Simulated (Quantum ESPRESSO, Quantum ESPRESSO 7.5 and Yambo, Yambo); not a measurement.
# A GW chain in Yambo: CdF2 (Fm-3m)

How does a plane-wave GW calculation on CdF2 (Fm-3m) run from the first input to the gap?

Main program and level: Quantum ESPRESSO 7.5 and Yambo 5.3.0; PBE and many-body steps on it, plane waves.

## (1) The structure

Symmetry: Fm-3m, No. 225, cubic system. The conventional cell has a = 5.388 Å, b = 5.388 Å, c = 5.388 Å, α = 90.00°, β = 90.00°, γ = 90.00°. Cd has 8 F at 2.33 Å nearest. Nearest to F lie 4 Cd at 2.33 Å. Farther neighbours and most contacts between anions are not listed.

The cell and positions come from the Crystallography Open Database and are kept as given unless a step says otherwise.

## (2) Ground state

This step: Quantum ESPRESSO 7.5; DFT, PBE with spin-orbit coupling, plane waves, norm-conserving pseudopotentials.

The ground-state density comes first.

The input, pw.in:

```
&control
  calculation = 'scf'
  prefix = 'x'
  outdir = 'o'
  pseudo_dir = 'pseudo'
/
&system
  ibrav = 0
  nat = 3
  ntyp = 2
  ecutwfc = 94.0
  nbnd = 44
  force_symmorphic = .true.
  noncolin = .true.
  lspinorb = .true.
/
&electrons
  conv_thr = 1e-10
  electron_maxstep = 80
  mixing_beta = 0.5
/
ATOMIC_SPECIES
  Cd 112.41 Cd.upf
  F 18.998 F.upf
CELL_PARAMETERS angstrom
  0.0000000000 2.6940000000 2.6940000000
  2.6940000000 0.0000000000 2.6940000000
  2.6940000000 2.6940000000 -0.0000000000
ATOMIC_POSITIONS crystal
  Cd 0.0000000000 0.0000000000 0.0000000000
  F 0.2500000000 0.2500000000 0.2500000000
  F 0.7500000000 0.7500000000 0.7500000000
K_POINTS automatic
  6 6 6 0 0 0
```

On the command line:

```console
OMP_NUM_THREADS=1 mpirun -n 4 pw.x -nk 4 -in pw.in > pw.out
```

The program printed:

```text
Program PWSCF v.7.5 starts

     This program is part of the open-source Quantum ESPRESSO suite
     for quantum simulation of materials; please cite
         "P. Giannozzi et al., J. Phys.:Condens. Matter 21 395502 (2009);
         "P. Giannozzi et al., J. Phys.:Condens. Matter 29 465901 (2017);
         "P. Giannozzi et al., J. Chem. Phys. 152 154105 (2020);
     in publications or presentations arising from this work. More details at
     Message from routine setup:
     using ibrav=0 with symmetry is DISCOURAGED, use correct ibrav instead

     G-vector sticks info

     bravais-lattice index     =            0
     lattice parameter (alat)  =       7.1997  a.u.
     unit-cell volume          =     263.8878 (a.u.)^3
     number of atoms/cell      =            3
     number of atomic types    =            2
     number of electrons       =        34.00
     number of Kohn-Sham states=           44
     kinetic-energy cutoff     =      94.0000  Ry
     charge density cutoff     =     376.0000  Ry
     scf convergence threshold =      1.0E-10
     mixing beta               =       0.5000
     number of iterations used =            8  plain     mixing
     Exchange-correlation= PBE
                           (   1   4   3   4   0   0   0)
     Non magnetic calculation with spin-orbit

     celldm(1)=   7.199651  celldm(2)=   0.000000  celldm(3)=   0.000000
     celldm(4)=   0.000000  celldm(5)=   0.000000  celldm(6)=   0.000000

     crystal axes: (cart. coord. in units of alat)
               a(1) = (   0.000000   0.707107   0.707107 )
               a(2) = (   0.707107   0.000000   0.707107 )
               a(3) = (   0.707107   0.707107  -0.000000 )

     reciprocal axes: (cart. coord. in units 2 pi/alat)
               b(1) = ( -0.707107  0.707107  0.707107 )
               b(2) = (  0.707107 -0.707107  0.707107 )
               b(3) = (  0.707107  0.707107 -0.707107 )
     Pseudo is Norm-conserving + core correction, Zval = 20.0
     Generated using ONCVPSP code by D. R. Hamann
     Using radial grid of 1368 points, 10 beta functions with:
     Pseudo is Norm-conserving + core correction, Zval =  7.0
     Generated using ONCVPSP code by D. R. Hamann
     Using radial grid of  832 points,  8 beta functions with:
     Cd               20.00   112.41000     Cd( 1.00)
     F                 7.00    18.99800     F ( 1.00)

     48 Sym. Ops., with inversion, found

   Cartesian axes

     site n.     atom                  positions (alat units)
         1        Cd     tau(   1) = (   0.0000000   0.0000000   0.0000000  )
         2        F      tau(   2) = (   0.3535534   0.3535534   0.3535534  )
         3        F      tau(   3) = (   1.0606602   1.0606602   1.0606602  )

     number of k points=    16
                       cart. coord. in units 2pi/alat
        k(    1) = (   0.0000000   0.0000000   0.0000000), wk =   0.0046296
        k(    2) = (   0.1178511   0.1178511  -0.1178511), wk =   0.0370370
        k(    3) = (   0.2357023   0.2357023  -0.2357023), wk =   0.0370370
        k(    4) = (  -0.3535534  -0.3535534   0.3535534), wk =   0.0185185
        k(    5) = (   0.2357023   0.0000000  -0.0000000), wk =   0.0277778
        k(    6) = (   0.3535534   0.1178511  -0.1178511), wk =   0.1111111
        k(    7) = (  -0.2357023  -0.4714045   0.4714045), wk =   0.1111111
        k(    8) = (  -0.1178511  -0.3535534   0.3535534), wk =   0.1111111
        k(    9) = (   0.0000000  -0.2357023   0.2357023), wk =   0.0555556
        k(   10) = (   0.4714045   0.0000000  -0.0000000), wk =   0.0277778
     [... 4 further rows ...]
        k(   15) = (  -0.1178511  -0.3535534   0.5892557), wk =   0.1111111
        k(   16) = (  -0.7071068   0.2357023   0.0000000), wk =   0.0555556

     Dense  grid:    32647 G-vectors     FFT dimensions: (  45,  45,  45)

     Initial potential from superposition of free atoms

     starting charge      33.9997, renormalised to      34.0000
     Starting wfcs are   36 randomized atomic wfcs +    8 random wfcs

     per-process dynamical memory:    69.3 Mb

     Self-consistent Calculation

     iteration #  1     ecut=    94.00 Ry     beta= 0.50

     total energy              =    -449.24349863 Ry
     estimated scf accuracy    <       0.38821527 Ry

     iteration #  2     ecut=    94.00 Ry     beta= 0.50

     total energy              =    -449.35372240 Ry
     estimated scf accuracy    <       0.06890769 Ry

     iteration #  3     ecut=    94.00 Ry     beta= 0.50

     total energy              =    -449.36470722 Ry
     estimated scf accuracy    <       0.00413292 Ry

     iteration #  4     ecut=    94.00 Ry     beta= 0.50

     total energy              =    -449.36511788 Ry
     estimated scf accuracy    <       0.00005846 Ry

     iteration #  5     ecut=    94.00 Ry     beta= 0.50

     total energy              =    -449.36513727 Ry
     estimated scf accuracy    <       0.00001198 Ry

     iteration #  6     ecut=    94.00 Ry     beta= 0.50

     total energy              =    -449.36513888 Ry
     estimated scf accuracy    <       0.00000380 Ry

     iteration #  7     ecut=    94.00 Ry     beta= 0.50

     total energy              =    -449.36513980 Ry
     estimated scf accuracy    <       0.00000020 Ry

     iteration #  8     ecut=    94.00 Ry     beta= 0.50

     total energy              =    -449.36513978 Ry
     estimated scf accuracy    <       0.00000006 Ry

     iteration #  9     ecut=    94.00 Ry     beta= 0.50

     total energy              =    -449.36513980 Ry
     estimated scf accuracy    <          6.6E-10 Ry

     iteration # 10     ecut=    94.00 Ry     beta= 0.50

     total energy              =    -449.36513980 Ry
     estimated scf accuracy    <          2.2E-10 Ry

     iteration # 11     ecut=    94.00 Ry     beta= 0.50

     End of self-consistent calculation

          k = 0.0000 0.0000 0.0000 (  4015 PWs)   bands (ev):

   -91.8308 -91.8308 -56.9672 -56.9672 -51.1619 -51.1619 -51.1619 -51.1619
   -14.1961 -14.1961 -13.0953 -13.0953   0.8051   0.8051   0.8051   0.8051
     1.1136   1.1136   2.1964   2.1964   2.1964   2.1964   5.5074   5.5074
     5.5907   5.5907   5.5907   5.5907   6.0172   6.0172   6.0172   6.0172
     6.1277   6.1277   9.6622   9.6622  18.8709  18.8709  19.4628  19.4628
    19.4628  19.4628  24.2308  24.2308

          k = 0.1179 0.1179-0.1179 (  4047 PWs)   bands (ev):

   -91.8308 -91.8308 -56.9675 -56.9675 -51.1625 -51.1625 -51.1621 -51.1621
   -14.1094 -14.1094 -13.1717 -13.1717   0.8800   0.8800   1.0106   1.0106
     1.2977   1.2977   2.1617   2.1617   2.1995   2.1995   4.8459   4.8459
     5.3540   5.3540   5.4133   5.4133   5.8118   5.8118   6.0294   6.0294
     6.1214   6.1214  10.6199  10.6199  18.1236  18.1236  19.4917  19.4917
    19.8655  19.8655  25.6962  25.8418

          k = 0.2357 0.2357-0.2357 (  4068 PWs)   bands (ev):

   -91.8308 -91.8308 -56.9678 -56.9678 -51.1636 -51.1636 -51.1623 -51.1623
   -13.8908 -13.8908 -13.3652 -13.3652   1.0039   1.0039   1.3421   1.3421
     1.7366   1.7366   2.2774   2.2774   2.2854   2.2854   4.0015   4.0015
     4.9155   4.9155   4.9651   4.9651   4.9903   4.9903   6.0709   6.0709
     6.1794   6.1794  12.4896  12.4896  16.6467  16.6467  20.3258  20.3258
    20.7709  20.7709  25.0332  25.0466

          k =-0.3536-0.3536 0.3536 (  4092 PWs)   bands (ev):

     [... further k-points ...]

     highest occupied, lowest unoccupied level (ev):     6.5228    9.6622

!    total energy              =    -449.36513980 Ry
     estimated scf accuracy    <          1.7E-11 Ry

     The total energy is the sum of the following terms:
     one-electron contribution =    -231.60270134 Ry
     hartree contribution      =     131.82113213 Ry
     xc contribution           =     -70.74025118 Ry
     ewald contribution        =    -278.84331940 Ry

     convergence has been achieved in  11 iterations

     XML data file, charge density, pseudopotentials, collected wavefunctions

=------------------------------------------------------------------------------=
   JOB DONE.
=------------------------------------------------------------------------------=
```

It took 43 s on 4 MPI ranks of Intel Xeon Platinum 8259CL at 2.50GHz (Skylake/Cascade Lake), shared host; peak memory 0.57 GiB; 2.8 min of CPU time.

Numbers from this step:

```
total energy               : -6113.9242 eV
gap                        : 3.139 eV
k of the valence top       : 0.1667, -0.5, -0.3333
k of the conduction bottom : 0, 0, 0
least direct gap           : 3.535 eV
```

The gap is indirect, with the least direct gap 0.40 eV higher.

## (3) Bands along the symmetry lines

The cheap functional maps the bands first; the places of the edges decide which points the dearer methods must see.

The input, pw.in:

```
&control
  calculation = 'bands'
  prefix = 'x'
  outdir = 'o'
  pseudo_dir = 'pseudo'
/
&system
  ibrav = 0
  nat = 3
  ntyp = 2
  ecutwfc = 94.0
  nbnd = 46
  force_symmorphic = .true.
  noncolin = .true.
  lspinorb = .true.
/
&electrons
  conv_thr = 1e-9
  electron_maxstep = 80
  diago_full_acc = .true.
  diago_thr_init = 5e-6
/
ATOMIC_SPECIES
  Cd 112.41 Cd.upf
  F 18.998 F.upf
CELL_PARAMETERS angstrom
  0.0000000000 2.6940000000 2.6940000000
  2.6940000000 0.0000000000 2.6940000000
  2.6940000000 2.6940000000 -0.0000000000
ATOMIC_POSITIONS crystal
  Cd 0.0000000000 0.0000000000 0.0000000000
  F 0.2500000000 0.2500000000 0.2500000000
  F 0.7500000000 0.7500000000 0.7500000000
K_POINTS crystal
  50
  0.00000000 0.00000000 0.00000000 1
  0.06250000 0.00000000 0.06250000 1
  0.12500000 0.00000000 0.12500000 1
  0.18750000 0.00000000 0.18750000 1
  0.25000000 0.00000000 0.25000000 1
  0.31250000 0.00000000 0.31250000 1
  0.37500000 0.00000000 0.37500000 1
  0.43750000 0.00000000 0.43750000 1
  0.50000000 0.00000000 0.50000000 1
  0.51562500 0.03125000 0.51562500 1
  0.53125000 0.06250000 0.53125000 1
  0.54687500 0.09375000 0.54687500 1
  0.56250000 0.12500000 0.56250000 1
  0.57812500 0.15625000 0.57812500 1
  0.59375000 0.18750000 0.59375000 1
  0.60937500 0.21875000 0.60937500 1
  0.62500000 0.25000000 0.62500000 1
  0.37500000 0.37500000 0.75000000 1
  0.32812500 0.32812500 0.65625000 1
  0.28125000 0.28125000 0.56250000 1
  0.23437500 0.23437500 0.46875000 1
  0.18750000 0.18750000 0.37500000 1
  0.14062500 0.14062500 0.28125000 1
  0.09375000 0.09375000 0.18750000 1
  0.04687500 0.04687500 0.09375000 1
  0.00000000 0.00000000 0.00000000 1
  0.06250000 0.06250000 0.06250000 1
  0.12500000 0.12500000 0.12500000 1
  0.18750000 0.18750000 0.18750000 1
  0.25000000 0.25000000 0.25000000 1
  0.31250000 0.31250000 0.31250000 1
  0.37500000 0.37500000 0.37500000 1
  0.43750000 0.43750000 0.43750000 1
  0.50000000 0.50000000 0.50000000 1
  0.50000000 0.46875000 0.53125000 1
  0.50000000 0.43750000 0.56250000 1
  0.50000000 0.40625000 0.59375000 1
  0.50000000 0.37500000 0.62500000 1
  0.50000000 0.34375000 0.65625000 1
  0.50000000 0.31250000 0.68750000 1
  0.50000000 0.28125000 0.71875000 1
  0.50000000 0.25000000 0.75000000 1
  0.50000000 0.21875000 0.71875000 1
  0.50000000 0.18750000 0.68750000 1
  0.50000000 0.15625000 0.65625000 1
  0.50000000 0.12500000 0.62500000 1
  0.50000000 0.09375000 0.59375000 1
  0.50000000 0.06250000 0.56250000 1
  0.50000000 0.03125000 0.53125000 1
  0.50000000 0.00000000 0.50000000 1
```

The program printed:

```text
[banner, memory and clock lines left out]
Program PWSCF v.7.5 starts

     Atomic positions and unit cell read from directory:
     o/x.save/

     Message from routine setup:
     using ibrav=0 with symmetry is DISCOURAGED, use correct ibrav instead

     G-vector sticks info

     bravais-lattice index     =            0
     lattice parameter (alat)  =       7.1997  a.u.
     unit-cell volume          =     263.8878 (a.u.)^3
     number of atoms/cell      =            3
     number of atomic types    =            2
     number of electrons       =        34.00
     number of Kohn-Sham states=           46
     kinetic-energy cutoff     =      94.0000  Ry
     charge density cutoff     =     376.0000  Ry
     Exchange-correlation= PBE
                           (   1   4   3   4   0   0   0)
     Non magnetic calculation with spin-orbit

     celldm(1)=   7.199651  celldm(2)=   0.000000  celldm(3)=   0.000000
     celldm(4)=   0.000000  celldm(5)=   0.000000  celldm(6)=   0.000000

     crystal axes: (cart. coord. in units of alat)
               a(1) = (   0.000000   0.707107   0.707107 )
               a(2) = (   0.707107   0.000000   0.707107 )
               a(3) = (   0.707107   0.707107  -0.000000 )

     reciprocal axes: (cart. coord. in units 2 pi/alat)
               b(1) = ( -0.707107  0.707107  0.707107 )
               b(2) = (  0.707107 -0.707107  0.707107 )
               b(3) = (  0.707107  0.707107 -0.707107 )
     Pseudo is Norm-conserving + core correction, Zval = 20.0
     Generated using ONCVPSP code by D. R. Hamann
     Using radial grid of 1368 points, 10 beta functions with:
     Pseudo is Norm-conserving + core correction, Zval =  7.0
     Generated using ONCVPSP code by D. R. Hamann
     Using radial grid of  832 points,  8 beta functions with:
     Cd               20.00   112.41000     Cd( 1.00)
     F                 7.00    18.99800     F ( 1.00)

     48 Sym. Ops., with inversion, found

   Cartesian axes

     site n.     atom                  positions (alat units)
         1        Cd     tau(   1) = (   0.0000000   0.0000000   0.0000000  )
         2        F      tau(   2) = (   0.3535534   0.3535534   0.3535534  )
         3        F      tau(   3) = (   1.0606602   1.0606602   1.0606602  )

     number of k points=    50
                       cart. coord. in units 2pi/alat
        k(    1) = (   0.0000000   0.0000000   0.0000000), wk =   0.0200000
        k(    2) = (   0.0000000   0.0883883   0.0000000), wk =   0.0200000
        k(    3) = (   0.0000000   0.1767767   0.0000000), wk =   0.0200000
[...]
[... 38 further rows ...]
        k(   49) = (   0.0441942   0.7071068   0.0000000), wk =   0.0200000
        k(   50) = (   0.0000000   0.7071068   0.0000000), wk =   0.0200000

     Dense  grid:    32647 G-vectors     FFT dimensions: (  45,  45,  45)

     The potential is recalculated from file :
     o/x.save/charge-density

     Starting wfcs are   36 randomized atomic wfcs +   10 random wfcs

     Band Structure Calculation

     End of band structure calculation

          k = 0.0000 0.0000 0.0000 (  4015 PWs)   bands (ev):

   -91.8308 -91.8308 -56.9673 -56.9673 -51.1620 -51.1620 -51.1620 -51.1620
   -14.1961 -14.1961 -13.0952 -13.0952   0.8051   0.8051   0.8051   0.8051
     1.1136   1.1136   2.1963   2.1963   2.1963   2.1963   5.5075   5.5075
[...]
19.4628  19.4628  24.2308  24.2308  26.4782  26.4782

          k = 0.0000 0.0884 0.0000 (  4035 PWs)   bands (ev):

[...]
19.5311  19.5311  24.6143  24.6143  26.1582  26.1583

          k = 0.0000 0.1768 0.0000 (  4047 PWs)   bands (ev):

[...]
19.7213  19.7213  24.7576  24.7576  26.2268  26.2270

          k =-0.0000 0.2652 0.0000 (  4048 PWs)   bands (ev):

[...]
k = 0.0000 0.4419-0.0000 (  4056 PWs)   bands (ev):

[...]
k =-0.0000 0.5303 0.0000 (  4064 PWs)   bands (ev):

[...]
k = 0.0000 0.6187-0.0000 (  4064 PWs)   bands (ev):

[...]
k = 0.4640 0.4640-0.0000 (  4075 PWs)   bands (ev):

[...]
k = 0.3315 0.3315-0.0000 (  4063 PWs)   bands (ev):

[...]
k = 0.3094 0.7071-0.0000 (  4080 PWs)   bands (ev):

[...]
k = 0.2210 0.7071-0.0000 (  4074 PWs)   bands (ev):

[...]
k = 0.1768 0.7071-0.0000 (  4062 PWs)   bands (ev):

[...]
k = 0.0442 0.7071 0.0000 (  4076 PWs)   bands (ev):

[...]
20.6584  20.6584  20.9920  20.9920  26.0962  26.0962

          k = 0.0000 0.7071 0.0000 (  4088 PWs)   bands (ev):

[...]
3.5894   3.5894   3.5994   3.5994   6.0287   6.0287   6.4118   6.4118
     6.4920   6.4920  14.5771  14.5771  16.2259  16.2259  18.5016  18.5016
    20.6736  20.6736  20.9834  20.9834  26.0355  26.0356

     XML data file, pseudopotentials, collected wavefunctions
```

Elapsed: 41 s, on 4 MPI ranks; peak memory 0.4 GiB.

Numbers from this step:

```
gap                        : 3.120 eV
k of the valence top       : 0.5, 0.25, 0.75
k of the conduction bottom : 0, 0, 0
least direct gap           : 3.535 eV
```

The gap is 3.120 eV, −0.019 eV from the run before at this level.

The electronic bands at the labelled points (eV, zero at the top of the highest filled band):

| point | band 31 | band 32 | band 33 | band 34 | band 35 | band 36 | band 37 | band 38 |
| --- | --- | --- | --- | --- | --- | --- | --- | --- |
| Γ | -0.52 | -0.52 | -0.41 | -0.41 | 3.12 | 3.12 | 12.33 | 12.33 |
| halfway | -0.35 | -0.35 | -0.27 | -0.27 | 5.33 | 5.33 | 10.67 | 10.67 |
| X | -0.13 | -0.13 | -0.05 | -0.05 | 8.04 | 8.04 | 9.68 | 9.68 |
| halfway | -0.24 | -0.24 | -0.11 | -0.11 | 8.05 | 8.05 | 9.98 | 9.98 |
| U | -0.35 | -0.35 | -0.19 | -0.19 | 7.99 | 7.99 | 10.75 | 10.75 |
| jump to K | -0.35 | -0.35 | -0.19 | -0.19 | 7.99 | 7.99 | 10.75 | 10.75 |
| halfway | -0.45 | -0.45 | -0.39 | -0.39 | 5.62 | 5.62 | 10.67 | 10.67 |
| Γ | -0.52 | -0.52 | -0.41 | -0.41 | 3.12 | 3.12 | 12.33 | 12.33 |
| halfway | -0.49 | -0.49 | -0.39 | -0.39 | 4.99 | 4.99 | 10.82 | 10.82 |
| L | -0.45 | -0.45 | -0.33 | -0.33 | 7.20 | 7.20 | 9.17 | 9.17 |
| halfway | -0.47 | -0.47 | -0.23 | -0.23 | 7.58 | 7.58 | 9.85 | 9.85 |
| W | -0.60 | -0.60 | 0.00 | 0.00 | 8.10 | 8.10 | 11.47 | 11.47 |
| halfway | -0.53 | -0.53 | -0.04 | -0.04 | 8.07 | 8.07 | 10.27 | 10.27 |
| X | -0.13 | -0.13 | -0.05 | -0.05 | 8.04 | 8.04 | 9.68 | 9.68 |

(Continued in part 2 of 3.)

[Paths, hosts, dates, memory and timing lines, banners, echoed tables and standing remarks are left out of the program output.]

[Logs are printed without paths, hosts, clocks, repeated set-up lines and the standing remarks that a program may print on its own settings, such as how far it seeks lower states.]

[Runs of the session that timed out or met a known fault of the program may be left out.]

[Hosts, paths, dates, database ids (printed as entryN), source tags and the programs' standing remarks are cut or masked in the printed files.]
